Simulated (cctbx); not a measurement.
**K3Rb6GaBi4 with cctbx, script by script**

Library: cctbx 2025.11. The data are simulated by the first script.

## 1. Simulate the data

run.py:

```python
from cctbx import adptbx, crystal, miller, sgtbx, xray
from cctbx.array_family import flex
from iotbx.shelx import hklf
from scitbx import matrix
import scitbx.random

cs = crystal.symmetry(unit_cell=(10.939, 10.939, 11.418, 90, 90, 120), space_group_symbol='Hall: -P 6c 2c')  # P6_3/mmc
atoms = [  # label, site, U (iso, or U11 U22 U33 U12 U13 U23 in A^2), occupancy
    ("Bi1", (0.53065, 0.0613, 0.75), (0.0032, 0.0029, 0.0029, 0.0015, 0.0000, 0.0000), 1),
    ("Bi2", (0, 0, 0.5), (0.0029, 0.0029, 0.0029, 0.0015, 0.0000, 0.0000), 1),
    ("Rb1", (0.78955, 0.5791, 0.4605), (0.0061, 0.0059, 0.0056, 0.0030, -0.0002, -0.0003), 1),
    ("Ga1", (2/3, 1/3, 0.75), (0.0062, 0.0062, 0.0051, 0.0031, -0.0000, -0.0000), 1),
    ("K1", (0.2375, 0.11875, 0.75), (0.0059, 0.0048, 0.0059, 0.0030, 0.0000, 0.0000), 1),
]
xs = xray.structure(crystal_symmetry=cs)
for label, site, u, occ in atoms:
    u = adptbx.u_cif_as_u_star(cs.unit_cell(), u) if isinstance(u, tuple) else u
    xs.add_scatterer(xray.scatterer(label, site=site, u=u, occupancy=occ))
xs.set_inelastic_form_factors(0.6889, "sasaki")
xs.show_summary()
p1 = xs.expand_to_p1()
ms = miller.build_set(p1, anomalous_flag=True, d_min=0.65)
flex.set_random_seed(215139)
scitbx.random.set_random_seed(215139)
ms = ms.select(flex.random_double(ms.size()) < 0.95)
i = ms.structure_factors_from_scatterers(p1, algorithm="direct").f_calc().as_intensity_array().data()
i = i / flex.sqrt(1 + 0.1 * i / flex.max(i))  # extinction
i = i * 20000 / flex.max(i)
sig = flex.sqrt(i + flex.pow2(0.04 * i) + 15 ** 2)
noise = scitbx.random.variate(scitbx.random.normal_distribution())(i.size())
data = ms.array(data=i + sig * noise, sigmas=sig).set_observation_type_xray_intensity()
with open("data.hkl", "w") as f:
    data.export_as_shelx_hklf(f)
print("reflections written:", data.size(), " <I/sigma> = %.1f" % flex.mean(data.data() / data.sigmas()))
for h, a, b in list(data.sort("data"))[:12]:
    print("%4d%4d%4d %9.1f %7.1f" % (h + (a, b)))
```

```console
$ python run.py
```

```text
Number of scatterers: 5
At special positions: 5
Unit cell: (10.939, 10.939, 11.418, 90, 90, 120)
Space group: P 63/m m c (No. 194)
reflections written: 17134  <I/sigma> = 9.4
   0   0   4   20145.9   812.5
   0   0  -4   19811.2   812.5
   3   3   0   10967.5   446.9
  -3   6   0   10828.9   446.9
  -3  -3   0   10718.6   446.9
   6  -3   0   10349.5   446.9
   0  -5   2    9219.0   369.6
   5  -5   2    9161.2   369.6
   0  -5  -2    9001.4   369.6
  -5   0   2    8871.4   369.6
  -5   5  -2    8868.2   369.6
  10  -5   0    8860.9   358.9
```

It took 0.77 s on 1 thread of Arm Neoverse N1 (shared host), peak memory 0.07 GiB.

## 2. Symmetry

run.py:

```python
from cctbx import crystal, sgtbx, statistics
from cctbx.array_family import flex
from iotbx.shelx import hklf

p1 = crystal.symmetry(unit_cell=(10.939, 10.939, 11.418, 90, 90, 120), space_group_symbol="P 1")
raw = hklf.reader(file_name="data.hkl").as_miller_arrays(crystal_symmetry=p1, anomalous=True)[0]
print(raw.size(), "reflections to d = %.3f A" % raw.d_min())
isig = raw.data() / raw.sigmas()
print("centring   violations  <I/sigma> of those")
best = "P"
for c in "ABCIRF":
    a = raw.customized_copy(space_group_info=sgtbx.space_group_info("Hall: %s 1" % c)).sys_absent_flags().data()
    m = flex.mean(isig.select(a))
    print("%5s %10d of %5d %8.1f" % (c, (isig.select(a) > 4).count(True), a.count(True), m))
    if (isig.select(a) > 4).count(True) < 0.01 * a.count(True):
        best = c
raw = raw.select(~raw.customized_copy(space_group_info=sgtbx.space_group_info("Hall: %s 1" % best)).sys_absent_flags().data())
isig = raw.data() / raw.sigmas()
rows = []
for s in sgtbx.space_group_symbol_iterator():
    g = sgtbx.space_group(s)
    if g.conventional_centring_type_symbol() != best or not g.is_compatible_unit_cell(p1.unit_cell(), 1e-3, 0.02):
        continue
    rows.append((s, g))
print("Laue class    unique    Rint  (classes that these axes allow; Friedel mates merged)")
rint = {}
for s, g in rows:
    laue = g.build_derived_patterson_group()
    key = laue.type().hall_symbol()
    if key not in rint:
        m = raw.customized_copy(space_group_info=laue.info(), anomalous_flag=False).merge_equivalents()
        rint[key] = m.r_int()
        print("%-14s %6d %7.3f" % (laue.type().lookup_symbol(), m.array().size(), m.r_int()))
floor = min(rint.values())
good = [(s, g) for s, g in rows if rint[g.build_derived_patterson_group().type().hall_symbol()] < 2 * floor + 0.03]
top = max(g.build_derived_patterson_group().order_z() for s, g in good)
print("space group    extra absences  I>4sigma  <I/sigma>")
for s, g in good:
    laue = g.build_derived_patterson_group()
    if laue.order_z() != top:
        continue
    a = raw.customized_copy(space_group_info=g.info()).sys_absent_flags().data()
    a &= ~raw.customized_copy(space_group_info=laue.info()).sys_absent_flags().data()
    bad = (isig.select(a) > 4).count(True)
    if bad <= 0.03 * a.count(True):
        print("%-16s %8d %10d %9s  %s" % (s.universal_hermann_mauguin(), a.count(True), bad, "%.1f" % flex.mean(isig.select(a)) if a.count(True) else "-", "centric" if g.is_centric() else "acentric"))
laue = max(good, key=lambda t: t[1].build_derived_patterson_group().order_z())[1].build_derived_patterson_group()
f = raw.customized_copy(space_group_info=laue.info(), anomalous_flag=False).merge_equivalents().array().eliminate_sys_absent().f_sq_as_f()
f.set_observation_type_xray_amplitude()
bins = max(3, min(8, f.size() // 12))
f.setup_binner(n_bins=bins)
w = statistics.wilson_plot(f, {e: n / laue.order_z() for e, n in {'Bi': 8.0, 'Rb': 12.0, 'Ga': 2.0, 'K': 6.0}.items()}, e_statistics=True)
print("Wilson B = %.2f A^2   <|E^2-1|> = %.3f (0.968 centric, 0.736 acentric)   E^2>4: %.1f %%" % (w.wilson_b, w.mean_e_sq_minus_1, w.percent_e_sq_gt_2))
print("shell (A)         n   <I/sigma>")
m = raw.customized_copy(space_group_info=laue.info(), anomalous_flag=False).merge_equivalents().array().eliminate_sys_absent()
for b in m.setup_binner(n_bins=bins).range_used():
    sel = m.binner().selection(b)
    print("%5.2f - %4.2f %6d %8.1f" % (min(m.binner().bin_d_range(b)[0] if m.binner().bin_d_range(b)[0] > 0 else 99, 99), m.binner().bin_d_range(b)[1], sel.count(True), flex.mean((m.data() / m.sigmas()).select(sel))))
```

```console
$ python run.py
```

```text
17134 reflections to d = 0.650 A
centring   violations  <I/sigma> of those
    A       5888 of  8581      9.5
    B       5903 of  8557      9.5
    C       5703 of  8522      9.3
    I       5928 of  8587      9.5
    R       7666 of 11431      9.4
    F       8747 of 12830      9.4
Laue class    unique    Rint  (classes that these axes allow; Friedel mates merged)
P -1             9003   0.039
P 1 1 2/m        4711   0.047
P -3             3019   0.050
P -3 1 m         1634   0.053
P -3 m 1         1713   0.052
P 6/m            1582   0.053
P 6/m m m         955   0.054
space group    extra absences  I>4sigma  <I/sigma>
P 6 2 2                 0          0         -  acentric
P 63 2 2               17          0      -0.3  acentric
P 6 m m                 0          0         -  acentric
P 63 m c              644          0       0.0  acentric
P -6 m 2                0          0         -  acentric
P -6 2 m                0          0         -  acentric
P -6 2 c              644          0       0.0  acentric
P 6/m m m               0          0         -  centric
P 63/m m c            644          0       0.0  centric
Wilson B = 0.31 A^2   <|E^2-1|> = 0.832 (0.968 centric, 0.736 acentric)   E^2>4: 2.2 %
shell (A)         n   <I/sigma>
11.42 - 1.30    149     40.4
 1.30 - 1.03    125     42.7
 1.03 - 0.90    116     40.6
 0.90 - 0.82    116     37.0
 0.82 - 0.76    113     36.2
 0.76 - 0.72    115     33.9
 0.72 - 0.68    108     30.8
 0.68 - 0.65    113     33.5
```

Time: 0.78 s.

## 3. Patterson map

run.py:

```python
from cctbx import crystal, maptbx
from iotbx.shelx import hklf

cs = crystal.symmetry(unit_cell=(10.939, 10.939, 11.418, 90, 90, 120), space_group_symbol='Hall: -P 6c 2c')  # P6_3/mmc
raw = hklf.reader(file_name="data.hkl").as_miller_arrays(crystal_symmetry=cs, anomalous=True)[0]
merged = raw.eliminate_sys_absent().merge_equivalents()
fo2 = merged.array().set_observation_type_xray_intensity()
f = fo2.average_bijvoet_mates().f_sq_as_f()
pm = f.patterson_map(symmetry_flags=maptbx.use_space_group_symmetry, sharpening=False, resolution_factor=0.25)
peaks = pm.peak_search(parameters=maptbx.peak_search_parameters(min_distance_sym_equiv=0.4, max_clusters=14)).all()
top = peaks.heights()[0]
print("Patterson group", f.patterson_symmetry().space_group_info())
print("      u       v       w   height  length (A)")
for x, h in zip(peaks.sites(), peaks.heights()):
    y = [t - round(t) for t in x]
    print("%7.3f %7.3f %7.3f %8.1f %8.2f" % (x + (1000 * h / top, cs.unit_cell().length(y))))
```

```console
$ python run.py
```

```text
Patterson group P 6/m m m
      u       v       w   height  length (A)
  0.000   0.000   0.000   1000.0     0.00
  0.000   0.403   0.000    212.2     4.41
  0.000   0.000   0.500    202.5     5.71
  0.061   0.530   0.500    201.4     7.93
  0.060   0.530   0.249    200.0     6.19
  0.333   0.667   0.215    188.7     6.78
  0.206   0.412   0.500    157.2     6.92
  0.128   0.256   0.287    129.3     4.08
  0.060   0.120   0.500     93.8     5.82
  0.000   0.000   0.420     86.3     4.80
  0.210   0.421   0.045     80.7     4.02
  0.046   0.322   0.211     78.1     4.09
  0.258   0.517   0.289     68.6     7.86
  0.165   0.583   0.500     62.0     8.06
```

Time: 0.6 s.

## 4. Charge flipping

run.py:

```python
import itertools
from cctbx import crystal, maptbx
from cctbx.array_family import flex
from iotbx.shelx import hklf
from smtbx.ab_initio import charge_flipping as cf

cs = crystal.symmetry(unit_cell=(10.939, 10.939, 11.418, 90, 90, 120), space_group_symbol='Hall: -P 6c 2c')  # P6_3/mmc
raw = hklf.reader(file_name="data.hkl").as_miller_arrays(crystal_symmetry=cs, anomalous=True)[0]
merged = raw.eliminate_sys_absent().merge_equivalents()
fo2 = merged.array().set_observation_type_xray_intensity()
f = fo2.average_bijvoet_mates().f_sq_as_f().resolution_filter(d_min=0.65)
p1 = f.expand_to_p1()
work = p1
flex.set_random_seed(69674)
it = cf.weak_reflection_improved_iterator(delta=None, weak_reflection_fraction=0.3)
it.start(work, phases=flex.random_double(p1.size()) * 6.2832, f_000=0)
it.delta = 0.1 * it.rho_map.sigma()
print("cycle      R  skewness")
for n, st in enumerate(itertools.islice(it, 100)):
    if n % 8 == 0:
        print("%5d %6.3f %8.2f" % (n, st.r1_factor(), st.rho_map.skewness()))
rho = p1.phase_transfer(it.f_calc).fft_map().apply_volume_scaling()
polish = cf.low_density_elimination_iterator(constant_rho_c=rho.sigma())
polish.start(f_obs=p1, phases=it.f_calc, f_000=0)
for _ in range(8):
    next(polish)
print("origin shift          correlation  skewness")
maps = []
for fc, shift, cc in itertools.islice(cf.f_calc_symmetrisations(f, polish.f_calc, 0), 4):
    m = f.phase_transfer(fc).fft_map(symmetry_flags=maptbx.use_space_group_symmetry, resolution_factor=0.25).apply_sigma_scaling()
    maps.append((m.skewness(), cc, m))
    print("%6.3f %6.3f %6.3f %10.3f %9.2f" % (tuple(shift) + (cc, m.skewness())))
skew, cc, m = max((t for t in maps if t[1] > maps[0][1] - 0.04), key=lambda t: t[0])
print("taken: symmetry correlation %.3f, skewness %.2f" % (cc, skew))
peaks = m.peak_search(parameters=maptbx.peak_search_parameters(min_distance_sym_equiv=0.9, max_clusters=10)).all()
sps = cs.special_position_settings(min_distance_sym_equiv=0.5)
print("peak      x       y       z  mult  height/sigma")
for k, (x, h) in enumerate(zip(peaks.sites(), peaks.heights())):
    ss = sps.site_symmetry(x)
    print("Q%-3d %7.4f %7.4f %7.4f %4d %8.1f" % ((k + 1,) + tuple(t % 1 for t in ss.exact_site()) + (ss.multiplicity(), h)))
```

```console
$ python run.py
```

```text
cycle      R  skewness
    0  0.660     0.38
    8  0.067     0.98
   16  0.054     0.98
   24  0.053     0.97
   32  0.053     0.97
   40  0.053     0.96
   48  0.054     0.96
   56  0.054     0.96
   64  0.055     0.95
   72  0.057     0.95
   80  0.058     0.95
   88  0.059     0.94
   96  0.060     0.94
origin shift          correlation  skewness
 0.969  0.705  0.026      0.730      1.33
 0.886  0.756  0.404      0.718      0.50
 0.513  0.774  0.444      0.712      1.11
 0.062  0.949  0.443      0.692      0.21
taken: symmetry correlation 0.730, skewness 1.33
peak      x       y       z  mult  height/sigma
Q1    0.0000  0.0000  0.0000    2     12.2
Q2    0.3333  0.6667  0.2500    2     11.0
Q3    0.2092  0.4183  0.5587   12      8.0
Q4    0.0679  0.5340  0.2500    6      8.0
Q5    0.3333  0.6667  0.7044    4      5.4
Q6    0.2910  0.5821  0.7500    6      4.4
Q7    0.0757  0.5378  0.5592   12      4.0
Q8    0.1107  0.2214  0.2500    6      3.9
Q9    0.1247  0.2493  0.0439   12      3.8
Q10   0.0675  0.1350  0.5525   12      3.8
```

Time: 3.4 s.

This run holds a fault made on purpose: flipping threshold far too low.

## 5. Charge flipping

run.py, as its changes from the last script of this kind:

```diff
@@ -17 +17 @@
-it.delta = 0.1 * it.rho_map.sigma()
+it.delta = 0.9 * it.rho_map.sigma()
```

```console
$ python run.py
```

```text
cycle      R  skewness
    0  0.623     0.22
    8  0.418     1.43
   16  0.412     1.62
   24  0.416     1.76
   32  0.419     1.90
   40  0.418     1.99
   48  0.419     2.11
   56  0.425     2.15
   64  0.419     2.23
   72  0.424     2.30
   80  0.422     2.42
   88  0.423     2.43
   96  0.425     2.47
origin shift          correlation  skewness
 0.786  0.740  0.021      0.760      0.75
 0.114  0.409  0.019      0.724      1.08
 0.990  0.413  0.020      0.721      0.54
 0.597  0.111  0.021      0.712      0.61
taken: symmetry correlation 0.724, skewness 1.08
peak      x       y       z  mult  height/sigma
Q1    0.0000  0.0000  0.0000    2     13.1
Q2    0.3333  0.6667  0.7500    2     12.6
Q3    0.1390  0.2779  0.2500    6      6.1
Q4    0.2030  0.4060  0.0473   12      5.7
Q5    0.2648  0.5297  0.2500    6      5.2
Q6    0.2283  0.4567  0.1891   12      4.6
Q7    0.0606  0.2138  0.6772   24      4.6
Q8    0.0560  0.5280  0.7500    6      4.4
Q9    0.3333  0.6667  0.0536    4      4.1
Q10   0.1999  0.6000  0.5425   12      3.7
```

Time: 3.4 s.

## 6. Charge flipping

run.py, as its changes from the last script of this kind:

```diff
@@ -13,2 +13,3 @@
-work = p1
-flex.set_random_seed(69674)
+p1.setup_binner_counting_sorted(reflections_per_bin=max(40, p1.size() // 12))
+work = p1.array(data=p1.data() / p1.amplitude_quasi_normalisations().data())
+flex.set_random_seed(69675)
@@ -19,2 +20,2 @@
-for n, st in enumerate(itertools.islice(it, 100)):
-    if n % 8 == 0:
+for n, st in enumerate(itertools.islice(it, 200)):
+    if n % 16 == 0:
```

```console
$ python run.py
```

```text
cycle      R  skewness
    0  0.619     0.27
   16  0.423     1.75
   32  0.422     2.17
   48  0.425     2.52
   64  0.427     2.93
   80  0.436     5.41
   96  0.317    12.50
  112  0.318    12.06
  128  0.319    12.14
  144  0.324    12.46
  160  0.314    12.55
  176  0.322    12.49
  192  0.322    12.39
origin shift          correlation  skewness
 0.107  0.576  0.202      0.748      0.90
 0.630  0.652  0.201      0.732      0.64
 0.635  0.649  0.436      0.726      0.99
 0.423  0.237  0.201      0.724      0.74
taken: symmetry correlation 0.726, skewness 0.99
peak      x       y       z  mult  height/sigma
Q1    0.0810  0.5405  0.2500    6      9.9
Q2    0.1964  0.3927  0.5507   12      7.5
Q3    0.3333  0.6667  0.2500    2      7.2
Q4    0.3333  0.6667  0.5112    4      6.7
Q5    0.1183  0.2367  0.2500    6      6.3
Q6    0.3333  0.6667  0.7076    4      5.7
Q7    0.0000  0.0000  0.0000    2      5.6
Q8    0.1988  0.3976  0.2500    6      4.9
Q9    0.0709  0.1418  0.5763   12      4.4
Q10   0.0714  0.5357  0.5323   12      4.0
```

Run time: 3.6 s on 1 thread of Arm Neoverse N1, with other jobs on the host, peak memory 0.09 GiB.

[Logs are printed without paths, hosts, clocks, repeated set-up lines and the standing remarks that a program may print on its own settings, such as how far it seeks lower states.]
